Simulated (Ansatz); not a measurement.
# Cl on Re(0001): change of the work function, part 4 of 5

Wanted: Δφ(θ) for Cl/Re(0001), starting from the hcp site.

Ansatz 0.2.0; plane-wave DFT, PBE, Ansatz PAW.

So far, work function, upper face (eV): step 2 (the clean slab) 4.98; step 3 (17 atoms, coverage 0.25 ML, cell 2x2) 4.49; step 4 (18 atoms, coverage 0.5 ML, cell 2x2) 4.19; step 5 (5 atoms, coverage 1 ML, cell 1x1) 4.09.

**7. The covered slab, atoms frozen**

This step: plane-wave DFT, PBE, Ansatz PAW (Ansatz 0.2.0).

System of this step: Cl/Re(0001). The cell holds 17 atoms: 16 Re and 1 Cl. Its edges and angles: a = 5.520 Å, b = 5.520 Å, c = 26.793 Å, α = 90.0°, β = 90.0°, γ = 60.0°. Vacuum lies along c.

To see where the charge goes, the covered slab, the bare substrate and the adsorbate layer are each run at the same frozen positions and on the same grid.

File input.yaml:

```yaml
crystal:
  lattice:
    - [5.5199999999, 0.0, 0.0]
    - [2.76, 4.7804602288, 0.0]
    - [0.0, 0.0, 26.7925614676]
  atoms:
    - { symbol: Re, position: [0.3333333333, 0.3333333333, 0.3359141309] }
    - { symbol: Re, position: [0.0, 0.0, 0.4190976669] }
    - { symbol: Re, position: [0.3333333333, 0.3333333333, 0.5067432124] }
    - { symbol: Re, position: [0.0, 0.0, 0.583447093] }
    - { symbol: Re, position: [0.3333333333, 0.8333333333, 0.3359141309] }
    - { symbol: Re, position: [0.0, 0.5, 0.4190976669] }
    - { symbol: Re, position: [0.3335099256, 0.8332450372, 0.5056168418] }
    - { symbol: Re, position: [-0.0101140061, 0.5050570031, 0.5854029459] }
    - { symbol: Re, position: [0.8333333333, 0.3333333333, 0.3359141309] }
    - { symbol: Re, position: [0.5, 0.0, 0.4190976669] }
    - { symbol: Re, position: [0.8332450372, 0.3335099256, 0.5056168418] }
    - { symbol: Re, position: [0.5050570031, -0.0101140061, 0.5854029459] }
    - { symbol: Re, position: [0.8333333333, 0.8333333333, 0.3359141309] }
    - { symbol: Re, position: [0.5, 0.5, 0.4190976669] }
    - { symbol: Re, position: [0.8332450372, 0.8332450372, 0.5056168418] }
    - { symbol: Re, position: [0.5050570031, 0.5050570031, 0.5854029459] }
    - { symbol: Cl, position: [0.3333333333, 0.3333333333, 0.656416447] }
kpoints:
  mp_grid: { grid: [6, 6, 1] }
hamiltonian:
  xc: pbe
scf:
  occupations: { method: fermi_dirac, width: 0.1 }
  convergence: { dr2_threshold: 1.0e-08 }
efield:
  axis: 3
  dipole_correction: true
  ramp_position: 0.97
  ramp_width: 0.06
output:
  write_potential: true
  write_density: true
  volumetric_format: npy
```

Run with:

```sh
> ansatz run input.yaml --threads 4 --pin off --max-ram 6144MiB --backend cpu --events-out ev --progress --plain --runs-dir out
```

Output:

```text
[...]
Crystal: 17 atoms, lattice volume = 707.006 Å³
Basis set: ecut = 420 eV, 13823 PW (Γ)
Bands: 149, of which v1, the nominal top of the filled ones, is band 124 counted from 1 (123 counted from 0)
Symmetry: 6 space group operations
[...]
k-points: 7 of 36 (time reversal used)
[...]
SCF iter   1: F=—  HF=-174962.447060 eV  |F-HF|=—  |Δ(HF+E_count)|=         —  Δρ=8.07e-3  dr2=7.11e0  ethr=1.77e-3  p=0.158 e·Å  D=4.05e-2 V/Å  ΔV_dip=-1.08 eV  dr2_dipole=3.07e0  V_vac-E_F(+/−)=4.13/5.21 eV  ⟨swp⟩=8.9  Hψ=5094  notcnv=0
[...]
SCF iter  10: F=-174962.321568 eV  HF=-174962.321568 eV  |F-HF|=1.66e-9  |Δ(HF+E_count)|=   9.49e-9  Δρ=4.02e-7  dr2=1.16e-9  ethr=4.05e-12  p=0.093 e·Å  D=2.37e-2 V/Å  ΔV_dip=-0.63 eV  dr2_dipole=7.37e-13  V_vac-E_F(+/−)=4.49/5.12 eV  ⟨swp⟩=9.3  Hψ=2762  notcnv=0
SCF 1 converged in 10 iterations: F = -174962.321568 eV  dr2 = 1.16e-9
[...]
SCF converged after 10 iterations
Free energy (F): -174962.321568 eV
[...]
Internal energy: -174961.946063 eV  (E = F + TS)
E sigma→0 (E₀):  -174962.133815 eV
Entropy (-TS):   -0.375505 eV (-22.089 meV/atom)
Fermi energy:    5.181024 eV
Dipole field:    D = 0.023699 V/Å  (p = 0.092597 e·Å, saw-weighted, corrected)
Work function:   Φ+ = 4.4870 eV   Φ− = 5.1220 eV
[...]
--- Band table (eV; the first three rows and the last of 7) ---
  k-point 0: bands = [... 120 lower, 5.8129, 5.8365, 5.8365, 6.0231, 6.0231, 6.6437, 6.9658, 6.9658, ... 21 higher]
  k-point 1: bands = [... 120 lower, 5.2127, 5.4164, 5.4604, 5.8961, 5.9052, 6.0277, 6.1893, 6.2089, ... 21 higher]
  k-point 2: bands = [... 120 lower, 4.7513, 4.7570, 4.8119, 4.8431, 4.9854, 5.0588, 5.7963, 5.8332, ... 21 higher]
  k-point 6: bands = [... 120 lower, 4.8566, 4.8908, 5.0195, 5.1320, 5.4225, 5.4320, 5.6331, 5.9136, ... 21 higher]
```

Wall time 33 s (4 threads of AMD EPYC 7R43, shared host); peak memory 2.4 GiB.

Read from the output:

| Item | Value |
| --- | --- |
| energy at zero smearing | -174962.1338 eV |
| work function, upper face | 4.487 eV |
| work function, lower face | 5.122 eV |
| dipole along the normal | 0.09260 e·Å |
| step between the vacuum levels | -0.6350 eV |

The work function of the upper face is 4.49 eV.

**8. The substrate alone**

System of this step: Cl/Re(0001), substrate alone, atoms held. The cell holds 16 atoms: 16 Re. Cell: a = 5.520 Å, b = 5.520 Å, c = 26.793 Å, α = 90.0°, β = 90.0°, γ = 60.0°. Vacuum lies along c.

The second part, atoms unmoved.

input.yaml: that of step 7 with these lines changed.

```diff
@@ -22,3 +22,2 @@
     - { symbol: Re, position: [0.5050570031, 0.5050570031, 0.5854029459] }
-    - { symbol: Cl, position: [0.3333333333, 0.3333333333, 0.656416447] }
 kpoints:
```

Output:

```text
[...]
Crystal: 16 atoms, lattice volume = 707.006 Å³
Basis set: ecut = 420 eV, 13823 PW (Γ)
Bands: 144, of which v1, the nominal top of the filled ones, is band 120 counted from 1 (119 counted from 0)
Symmetry: 6 space group operations
[...]
k-points: 7 of 36 (time reversal used)
[...]
SCF iter   1: F=—  HF=-173880.530666 eV  |F-HF|=—  |Δ(HF+E_count)|=         —  Δρ=6.47e-3  dr2=1.09e0  ethr=1.77e-3  p=0.024 e·Å  D=6.23e-3 V/Å  ΔV_dip=-0.17 eV  dr2_dipole=1.04e-1  V_vac-E_F(+/−)=4.97/5.14 eV  ⟨swp⟩=9.6  Hψ=5066  notcnv=0
[...]
SCF iter   9: F=-173880.482779 eV  HF=-173880.482779 eV  |F-HF|=8.67e-9  |Δ(HF+E_count)|=   3.24e-8  Δρ=1.17e-6  dr2=8.93e-9  ethr=4.17e-12  p=0.020 e·Å  D=5.19e-3 V/Å  ΔV_dip=-0.14 eV  dr2_dipole=3.86e-11  V_vac-E_F(+/−)=4.99/5.13 eV  ⟨swp⟩=8.3  Hψ=3823  notcnv=0
SCF 1 converged in 9 iterations: F = -173880.482779 eV  dr2 = 8.93e-9
[...]
SCF converged after 9 iterations
Free energy (F): -173880.482779 eV
[...]
Internal energy: -173880.061051 eV  (E = F + TS)
E sigma→0 (E₀):  -173880.271915 eV
Entropy (-TS):   -0.421728 eV (-26.358 meV/atom)
Fermi energy:    4.683463 eV
Dipole field:    D = 0.005186 V/Å  (p = 0.020263 e·Å, saw-weighted, corrected)
Work function:   Φ+ = 4.9892 eV   Φ− = 5.1282 eV
[...]
--- Band table (eV; the first three rows and the last of 7) ---
  k-point 0: bands = [... 116 lower, 5.3438, 5.5019, 5.5019, 5.5310, 5.5993, 5.5993, 6.5615, 6.5615, ... 20 higher]
  k-point 1: bands = [... 116 lower, 4.7258, 5.0129, 5.0774, 5.0872, 5.4637, 5.4974, 5.7429, 5.7544, ... 20 higher]
  k-point 2: bands = [... 116 lower, 4.3062, 4.3082, 4.3188, 4.3455, 4.3593, 4.5231, 4.6192, 5.4137, ... 20 higher]
  k-point 6: bands = [... 116 lower, 4.4156, 4.4169, 4.4344, 4.5503, 4.9236, 4.9453, 4.9465, 5.3946, ... 20 higher]
```

It took 32 s on 4 threads; peak memory 2.3 GiB; 2 min of CPU time.

Numbers from this step:

* energy at zero smearing: -173880.2719 eV
* work function, upper face: 4.989 eV
* work function, lower face: 5.128 eV
* dipole along the normal: 0.02026 e·Å
* step between the vacuum levels: -0.1390 eV

The work function of the upper face is 4.99 eV.

**9. The adsorbate layer alone**

System of this step: Cl/Re(0001), adsorbate layer alone, atoms held. The cell holds 1 atom: 1 Cl. Cell: a = 5.520 Å, b = 5.520 Å, c = 26.793 Å, α = 90.0°, β = 90.0°, γ = 60.0°. Vacuum lies along c.

The third part; a free layer of atoms may carry a moment, so spin is on.

input.yaml, the sections that differ from step 8:

```yaml
crystal:
  lattice:
    - [5.5199999999, 0.0, 0.0]
    - [2.76, 4.7804602288, 0.0]
    - [0.0, 0.0, 26.7925614676]
  atoms:
    - { symbol: Cl, position: [0.3333333333, 0.3333333333, 0.656416447], spin: 1.0 }
magnetization:
  spin_polarized: true
# kpoints, hamiltonian, scf, efield, output: as in step 8
```

Output:

```text
[...]
Crystal: 1 atoms, lattice volume = 707.006 Å³
Basis set: ecut = 420 eV, 13823 PW (Γ)
Bands: 8, of which v1, the nominal top of the filled ones, is band 4 counted from 1 (3 counted from 0)
Symmetry: 12 space group operations
k-points: 7 of 36
[...]
Starting moments: Σ|m| = 1 μB on 1 of 1 site
[...]
SCF iter  16: F=—  HF=-1078.232025 eV  |F-HF|=—  |Δ(HF+E_count)|=   2.38e-2  Δρ=5.60e-3 (↑4.84e-3 ↓5.60e-3)  dr2=4.95e-1  dr2_m=9.58e-4  M=0.999 μB ∫|m|=1.031 μB  β_m=1.20  ethr=9.25e-9  p=-0.000 e·Å  D=-4.40e-7 V/Å  ΔV_dip=0.00 eV  dr2_dipole=1.04e-12  V_vac-E_F(+/−)=7.94/7.94 eV  ⟨swp⟩=4.5  Hψ=280  notcnv=0
[...]
spin-set hold released at iteration 16 (site moments' squared step at or under half its running peak, from the soft ceiling on): the magnetisation degrees of freedom join the quasi-Newton model from the next iteration; the mixer history was flushed
SCF iter  17: F=—  HF=-1078.116704 eV  |F-HF|=—  |Δ(HF+E_count)|=   1.15e-1  Δρ=3.25e-3 (↑3.25e-3 ↓2.95e-3)  dr2=1.76e-1  dr2_m=1.60e-4  M=0.998 μB ∫|m|=1.022 μB  β_m=1.20  ethr=9.25e-9  p=-0.000 e·Å  D=-6.59e-7 V/Å  ΔV_dip=0.00 eV  dr2_dipole=1.03e-12  V_vac-E_F(+/−)=7.85/7.85 eV  ⟨swp⟩=4.5  Hψ=295  notcnv=0  κ⁻¹=1.0e0(r=1)
density mixer auto → broyden: gapped, with few screened modes (density of states about μ 1.63 of a free-electron gas's, 10 screened modes)
SCF iter  18: F=—  HF=-1078.070954 eV  |F-HF|=—  |Δ(HF+E_count)|=   4.58e-2  Δρ=2.60e-3 (↑6.43e-5 ↓2.60e-3)  dr2=2.95e-2  dr2_m=1.10e-2  M=0.994 μB ∫|m|=0.994 μB  β_m=1.20  ethr=9.25e-9  p=-0.000 e·Å  D=-1.28e-7 V/Å  ΔV_dip=0.00 eV  dr2_dipole=7.41e-12  V_vac-E_F(+/−)=7.77/7.77 eV  ⟨swp⟩=5.5  Hψ=389  notcnv=0  κ⁻¹=3.0e-4(r=2)
[...]
SCF iter  27: F=-1078.106160 eV  HF=-1078.106160 eV  |F-HF|=2.52e-11  |Δ(HF+E_count)|=   1.93e-8  Δρ=1.32e-7 (↑1.32e-7 ↓9.32e-8)  dr2=3.96e-11  dr2_m=6.74e-11  M=1.000 μB ∫|m|=1.000 μB  ethr=1.43e-10  p=-0.000 e·Å  D=-4.83e-7 V/Å  ΔV_dip=0.00 eV  dr2_dipole=6.87e-18  V_vac-E_F(+/−)=8.06/8.06 eV  ⟨swp⟩=2.2  Hψ=439  notcnv=0
SCF 1 converged in 27 iterations: F = -1078.106160 eV  dr2 = 3.96e-11
[...]
this state was not tested for a lower state beside it, because the mixer in use, unlike msr1, does not test its closes by its own steps (another_mixer; see scf.mixing.algorithm and scf.lower_state_search)
SCF converged after 27 iterations
Magnetization: 0.9995 μB (3.9998 up, 3.0002 down)
Absolute magnetization: 0.9996 μB (∫|ρ↑−ρ↓|, with the PAW one-centre terms)
[...]
Per-site moments (μB) at R_I (Å): [(0.996625, 2.277000)]
Free energy (F): -1078.106160 eV
[...]
Internal energy: -1077.917054 eV  (E = F + TS)
E sigma→0 (E₀):  -1078.011607 eV
Entropy (-TS):   -0.189106 eV (-189.106 meV/atom)
Fermi energy:    -7.747930 eV
Dipole field:    D = -0.000000 V/Å  (p = -0.000002 e·Å, saw-weighted, corrected)
Work function:   Φ+ = 8.0589 eV   Φ− = 8.0589 eV
[...]
--- Band table (eV; the first three rows and the last of 14) ---
[...]
```

The job ended after 8.7 s (4 threads; peak memory 0.79 GiB; 29 s of CPU time).

Numbers from this step:

```
energy at zero smearing   : -1078.0116 eV
total moment              : 0.9995 μB
site moments              : 0.9966 μB
work function, upper face : 8.059 eV
dipole along the normal   : -1.89e-6 e·Å
```

Site moment by atom:

| atom | site moment (μB) |
| --- | --- |
| Cl1 | 0.997 |

The free layer carries a moment of 1.0 μB a cell.

**10. Where the charge went**

This step: plane-wave DFT, PBE, Ansatz PAW; density difference on adsorption (Ansatz 0.2.0).

The densities of the parts are taken from that of the whole and averaged over planes; the first moment of what is left gives the step in the potential.

This step gave:

```yaml
largest_charge_moved: -0.002313 e/Å²
potential_step_from_the_moved_charge: -0.4946 eV
```

Planar mean, whole system less its parts. Table of electron density difference by z:

z (Å), electron density difference (e/Å³) and a bar from the least value:
```
      5.5    0.00000 ##############
      6.0    0.00000 ##############
      6.5   -0.00001 ##############
      7.0   -0.00002 ##############
      7.5   -0.00002 ##############
      8.0    0.00001 ###############
      8.5   -0.00002 ##############
      9.0    0.00011 ###############
      9.5   -0.00014 ##############
     10.0    0.00016 ###############
     10.5    0.00005 ###############
     11.0   -0.00017 ##############
     11.5   -0.00007 ##############
     12.0    0.00030 ###############
     12.5    0.00001 ###############
     13.0   -0.00058 #############
     13.5    0.00045 ################
     14.0    0.00042 ################
     14.5    0.00053 ################
     15.0    0.00099 ##################
     15.5    0.00143 ###################
     16.0   -0.00468 
     16.5   -0.00324 ####
     17.0    0.00501 ##############################
     17.5    0.00286 #######################
     18.0   -0.00019 ##############
     18.5   -0.00169 #########
     19.0   -0.00094 ############
     19.5   -0.00030 ##############
     20.0   -0.00008 ##############
     20.5   -0.00002 ##############
     21.0    0.00000 ##############
     21.5    0.00000 ##############
```

Planar mean, whole system less its parts. Table of electrons moved below z by z:

| z (Å) | electrons moved below z (e/Å²) |
| --- | --- |
| 5.5 | -6.6e-8 |
| 6.0 | -6.9e-7 |
| 6.5 | -2.9e-6 |
| 7.0 | -8.8e-6 |
| 7.5 | -1.8e-5 |
| 8.0 | -1.9e-5 |
| 8.5 | -1.6e-5 |
| 9.0 | 6.4e-6 |
| 9.5 | -1.7e-5 |
| 10.0 | 1.4e-5 |
| 10.5 | 6.7e-5 |
| 11.0 | 5.3e-5 |
| 11.5 | -8.3e-5 |
| 12.0 | 3.9e-5 |
| 12.5 | 1.3e-4 |
| 13.0 | -9.9e-5 |
| 13.5 | -7.8e-5 |
| 14.0 | 1.7e-4 |
| 14.5 | 4.1e-4 |
| 15.0 | 8.2e-4 |
| 15.5 | 0.00120 |
| 16.0 | 0.00117 |
| 16.5 | -0.00226 |
| 17.0 | -4.0e-4 |
| 17.5 | 0.00133 |
| 18.0 | 0.00163 |
| 18.5 | 9.7e-4 |
| 19.0 | 3.4e-4 |
| 19.5 | 9.2e-5 |
| 20.0 | 2.4e-5 |
| 20.5 | 5.9e-6 |
| 21.0 | 1.8e-6 |
| 21.5 | 8.9e-7 |
| 22.0 | 6.9e-7 |
| 22.5 | 6.5e-7 |
| 23.0 | 6.4e-7 |
| 23.5 | 6.4e-7 |
| 24.0 | 6.4e-7 |
| 24.5 | 6.4e-7 |
| 25.0 | 6.4e-7 |
| 25.5 | 6.4e-7 |
| 26.0 | 6.4e-7 |
| 26.5 | 6.4e-7 |

**11. Varying the input**

This step: plane-wave DFT, PBE, Ansatz PAW (Ansatz 0.2.0).

System of this step: Cl/Re(0001). The cell holds 5 atoms: 4 Re and 1 Cl. Cell: a = 2.760 Å, b = 2.760 Å, c = 26.793 Å, α = 90.0°, β = 90.0°, γ = 60.0°. Vacuum lies along c.

An input spoilt on purpose, to show how the run answers: it repeats the earlier run at 1 ML with kpoints.mp_grid.kspacing to 0.3, and scf.max_iter set to 75.

File input.yaml:

```yaml
crystal:
  lattice:
    - [2.76, 0.0, 0.0]
    - [1.38, 2.3902301144, 0.0]
    - [0.0, 0.0, 26.7925614676]
  atoms:
    - { symbol: Re, position: [0.6666666667, 0.6666666667, 0.3359141309] }
    - { symbol: Re, position: [0.0, 0.0, 0.4190976669] }
    - { symbol: Re, position: [0.6666666667, 0.6666666667, 0.5058443721] }
    - { symbol: Re, position: [0.0, 0.0, 0.5847537798] }
    - { symbol: Cl, position: [0.6666666667, 0.6666666667, 0.6640858691] }
kpoints:
  mp_grid: { grid: [12, 12, 1], kspacing: 0.3 }
hamiltonian:
  xc: pbe
scf:
  occupations: { method: fermi_dirac, width: 0.1 }
  convergence: { dr2_threshold: 1.0e-08 }
  max_iter: 75
efield:
  axis: 3
  dipole_correction: true
  ramp_position: 0.97
  ramp_width: 0.06
relax:
  f_tol: 0.02
  max_steps: 60
  constraints: [{ sites: [0, 1] }]
output:
  bader: true
  write_potential: true
  write_density: true
  volumetric_format: npy
```

Output:

```text
Error: invalid value for `kpoints.mp_grid.kspacing`: mutually exclusive with `grid` — set one or the other
```

It took 0.08 s on 4 threads; peak memory 0.09 GiB.

The input was rejected at the start.

The program's message: “Error: invalid value for `kpoints.mp_grid.kspacing`: mutually exclusive with `grid` — set one or the other”

The fault put into the input: a mesh and a spacing both set.

(Part 4 of 5 ends here.)

[Long decimals in the printed logs are rounded to 6 places.]

[Logs are printed without paths, hosts, clocks, repeated set-up lines and the standing remarks that a program may print on its own settings, such as how far it seeks lower states.]

[Hosts, paths, dates, database ids (printed as entryN), source tags and the programs' standing remarks are cut or masked in the printed files.]

[Maps of the electrostatic potential energy from Ansatz leave out the sawtooth potential of an applied field or a dipole correction, so their vacuum need not be flat; planar profiles and work functions include it.]
